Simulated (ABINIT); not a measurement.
# Beyond one shot: BaIBr (Pnma)

Aim: iterate the self-energy on BaIBr (Pnma) and follow the gap from cycle to cycle.

Calculated with ABINIT 10.8.3; PBEsol and many-body steps on it, plane waves.

This is a report of a sequence of runs, with most program output left out.

## Step 1: Starting point

It takes space group Pnma (No. 62, orthorhombic). Conventional cell: a = 8.814 Å, b = 5.124 Å, c = 10.192 Å, α = 90.00°, β = 90.00°, γ = 90.00°. Ba has 4 Br at 3.31 to 3.34 Å and 5 I at 3.67 to 3.76 Å nearest. Nearest to I lie 5 Ba at 3.67 to 3.76 Å. Nearest to Br lie 4 Ba at 3.31 to 3.34 Å. Farther neighbours and most contacts between anions are not listed.

The cell and positions are those that the Materials Project relaxed with its own functionals (PBE, PBE+U or r2SCAN), kept fixed. Spin-orbit coupling is left out unless a step names it.

## Step 2: Empty states on the mesh, 2×2×1 mesh, 325 bands

This step: ABINIT 10.8.3; DFT, PBEsol, plane waves, norm-conserving pseudopotentials.

The sums over transitions need many empty states on a uniform mesh; this step solves for them.

run.abi

```
acell 3*1.0 Angstrom
rprim 
  8.814460390000 0.000000000000 0.000000000000
  0.000000000000 5.124291030000 0.000000000000
  0.000000000000 0.000000000000 10.191678390000
ntypat 3
znucl 56 53 35
natom 12
typat 1 1 1 1 2 2 2 2 3 3 3 3
xred 
  0.728824540000 0.250000000000 0.375137030000
  0.271175460000 0.750000000000 0.624862970000
  0.771175460000 0.750000000000 0.875137030000
  0.228824540000 0.250000000000 0.124862970000
  0.471610560000 0.250000000000 0.831776550000
  0.528389440000 0.750000000000 0.168223450000
  0.028389440000 0.750000000000 0.331776550000
  0.971610560000 0.250000000000 0.668223450000
  0.856471900000 0.250000000000 0.066685850000
  0.143528100000 0.750000000000 0.933314150000
  0.643528100000 0.750000000000 0.566685850000
  0.356471900000 0.250000000000 0.433314150000
pp_dirpath "pseudos"
pseudos "Ba.upf, I.upf, Br.upf"
ecut 31
ngkpt 2 2 1
nshiftk 1
shiftk 0 0 0
kptopt 1
chksymbreak 0
iscf -2
irdden 1
istwfk *1
nband 325
nbdbuf 28
tolwfr 1e-09
nstep 60
prtvol 0
indata_prefix "in"
outdata_prefix "out"
tmpdata_prefix "tmp"
```

On the command line:

```bash
OMP_NUM_THREADS=2 mpirun -n 4 abinit run.abi > log
```

It took 6.3 min on 4 MPI ranks of Arm Neoverse V2, shared host; peak memory 1.3 GiB; 39 min of CPU time.

This step gave:

| Item | Value |
| --- | --- |
| gap | 3.423 eV |
| k of the valence top | 0, 0, 0 |
| k of the conduction bottom | 0, 0, 0 |
| least direct gap | 3.423 eV |
| k points computed | 4 |
| lowest point of the top converged band, above the valence top | 34.26 eV |

On this mesh the gap is 3.423 eV.

The density comes from a self-consistent run that is not shown.

## Step 3: Screening, 2×2×1 mesh, 297 bands, screening to 89.8 eV

The RPA dielectric matrix is built and inverted for each q.

This step: RPA screening on PBEsol, plane waves, norm-conserving pseudopotentials.

run.abi, as its differences from that of step 2:

```diff
@@ -30,10 +30,11 @@
 chksymbreak 0
-iscf -2
-irdden 1
 istwfk *1
-nband 325
-nbdbuf 28
-tolwfr 1e-09
-nstep 60
-prtvol 0
+occopt 1
+irdwfk 1
+optdriver 3
+nband 297
+ecuteps 3.3
+inclvkb 2
+awtr 1
+symchi 1
 indata_prefix "in"
```

On the command line:

```bash
OMP_NUM_THREADS=1 mpirun -n 8 abinit run.abi > log
```

Run time: 5.7 min. Hardware: 8 MPI ranks; peak memory 11 GiB.

Numbers from this step:

| Quantity | Value |
| --- | --- |
| ε∞ with local fields, on this mesh, along the program's q direction | 4.097 |
| the same without local fields | 4.844 |
| plasma frequency | 16.96 eV |
| plane waves in the screening matrix | 873 |

Local fields lower ε∞ by 15 %. On a Γ-centred mesh this coarse the value itself is usually too large, while a short band sum pulls it down.

## Step 4: G0W0

The self-energy is evaluated for the states that the input lists, and the levels follow from it, in one-shot runs by the linearised quasiparticle equation.

This step: G0W0 on PBEsol, plane waves, norm-conserving pseudopotentials.

run.abi, as its differences from that of step 3:

```diff
@@ -33,8 +33,15 @@
 irdwfk 1
-optdriver 3
+optdriver 4
 nband 297
+gwcalctyp 0
+ecutsigx 31
+symsigma 1
+nkptgw 1
+kptgw 
+  0.0000000000 0.0000000000 0.0000000000
+bdgw 
+  47 50
 ecuteps 3.3
-inclvkb 2
-awtr 1
-symchi 1
+irdscr 1
+ppmodel 1
 indata_prefix "in"
```

Wall time 24 s (8 MPI ranks); peak memory 5.8 GiB; 3.2 min of CPU time.

This step gave:

* G0W0 gap on the points computed: 4.987 eV
* starting gap on the mesh: 3.423 eV
* k of the valence top: 0, 0, 0
* k of the conduction bottom: 0, 0, 0
* Z at the valence top: 0.817
* Z at the conduction bottom: 0.835
* least direct G0W0 gap on the computed points: 4.987 eV

The gap on the mesh goes from 3.42 eV to 4.99 eV, a correction of +1.56 eV.

## Step 5: evGW0, cycle 1

This step: evGW0 on PBEsol, plane waves, norm-conserving pseudopotentials.

run.abi, as its differences from that of step 4:

```diff
@@ -35,10 +35,16 @@
 nband 297
-gwcalctyp 0
+gwcalctyp 10
 ecutsigx 31
 symsigma 1
-nkptgw 1
+nkptgw 4
 kptgw 
   0.0000000000 0.0000000000 0.0000000000
+  0.5000000000 0.0000000000 0.0000000000
+  0.0000000000 0.5000000000 0.0000000000
+  0.5000000000 0.5000000000 0.0000000000
 bdgw 
-  47 50
+  25 60
+  25 60
+  25 60
+  25 60
 ecuteps 3.3
```

Elapsed: 11 min, on 8 MPI ranks; peak memory 14 GiB.

This step gave:

- quasiparticle gap on the mesh: 5.312 eV
- gap of the density functional on the mesh: 3.423 eV
- k of the valence top: 0, 0, 0
- k of the conduction bottom: 0, 0, 0
- Z at the valence top: 0.817
- Z at the conduction bottom: 0.835
- least direct quasiparticle gap on the computed points: 5.312 eV

Against G0W0 in ABINIT (2×2×1 mesh, 297 bands, screening to 89.8 eV, Godby-Needs plasmon pole), the gap moves by +0.325 eV. This first cycle still uses the starting levels; it takes the full correction, at all points of the mesh, and its linearised value is 4.987 eV.

## Step 6: evGW0, cycle 2

The corrected levels of the last cycle go back in.

run.abi, as its differences from that of step 5:

```diff
@@ -52,2 +52,3 @@
 ppmodel 1
+irdqps 1
 indata_prefix "in"
```

Elapsed: 11 min, on 8 MPI ranks; peak memory 14 GiB.

This step gave:

```yaml
quasiparticle_gap_on_the_mesh: 5.17 eV
gap_of_the_density_functional_on_the_mesh: 3.423 eV
k_of_the_valence_top: 0, 0, 0
k_of_the_conduction_bottom: 0, 0, 0
least_direct_quasiparticle_gap_on_the_computed_points: 5.17 eV
```

Against the cycle before, the gap moves by −0.142 eV.

## Step 7: evGW0, cycle 3

run.abi is that of step 6.

It took 11 min on 8 MPI ranks; peak memory 14 GiB; 90 min of CPU time.

Numbers from this step:

| Quantity | Value |
| --- | --- |
| quasiparticle gap on the mesh | 5.18 eV |
| gap of the density functional on the mesh | 3.423 eV |
| k of the valence top | 0, 0, 0 |
| k of the conduction bottom | 0, 0, 0 |
| least direct quasiparticle gap on the computed points | 5.18 eV |

Against the cycle before, the gap moves by +0.010 eV.

## Step 8: The runs together

Times are wall times on 8 MPI ranks of Arm Neoverse V2, shared host, good to a factor of about two. A run's time includes the screening step that it read.

| run | mesh | bands | screening cutoff (eV) | DFT gap (eV) | gap on the mesh (eV) | direct (eV) | ε∞ used | time |
| --- | --- | --- | --- | --- | --- | --- | --- | --- |
| G0W0 | 2×2×1 | 297 | 89.8 | 3.423 | 4.987 | 4.987 | 4.10 | 6.1 min |
| evGW0, cycle 1 | 2×2×1 | 297 | 89.8 | 3.423 | 5.312 | 5.312 | 4.10 | 17 min |
| evGW0, cycle 2 | 2×2×1 | 297 | 89.8 | 3.423 | 5.170 | 5.170 | 4.10 | 17 min |
| evGW0, cycle 3 | 2×2×1 | 297 | 89.8 | 3.423 | 5.180 | 5.180 | 4.10 | 17 min |

## Step 9: Outcome

| Property | Result |
| --- | --- |
| G0W0 | 4.987 eV |
| evGW0, cycle 1 | 5.312 eV |
| evGW0, cycle 2 | 5.170 eV |
| evGW0, cycle 3 | 5.180 eV |
| known limits | not at the basis limit; no spin-orbit coupling; coarse k mesh |

Only the bands that the input lists are updated; the others, empty or deep, keep the functional's energies or take a rigid shift. evGW0 ends at 5.18 eV, +0.19 eV from G0W0, after 3 cycles that took 34 min beside the first screening; the last moved the gap by 0.010 eV. The first cycle of evGW0 takes the full correction, without the factor Z, so it overshoots the one-shot value. Bands and cutoff are finite, so the gap is not at the basis limit. The miss can reach some tenths of an eV and take either sign; the mesh is an error of its own. The 2×2×1 mesh is coarse for this cell, which bears on the long-range parts of exchange and screening. The many-body steps are scalar-relativistic: spin-orbit coupling is not in them.

[Paths, hosts, dates, memory and timing lines, banners, echoed tables and standing remarks are left out of the program output.]

[Logs are printed without paths, hosts, clocks, repeated set-up lines and the standing remarks that a program may print on its own settings, such as how far it seeks lower states.]

[Runs of the session that timed out or met a known fault of the program may be left out.]

[Hosts, paths, dates, database ids (printed as entryN), source tags and the programs' standing remarks are cut or masked in the printed files.]

[G0W0 gaps are taken among the corrected bands and points alone; a level outside them can change the order at an edge.]

[Where Ansatz stands beside ABINIT at settings called matched, ABINIT's density can come from a denser mesh and the files from another edition; pairs whose starting gaps differed by over 0.03 eV were left out, so agreement reads better than it is.]
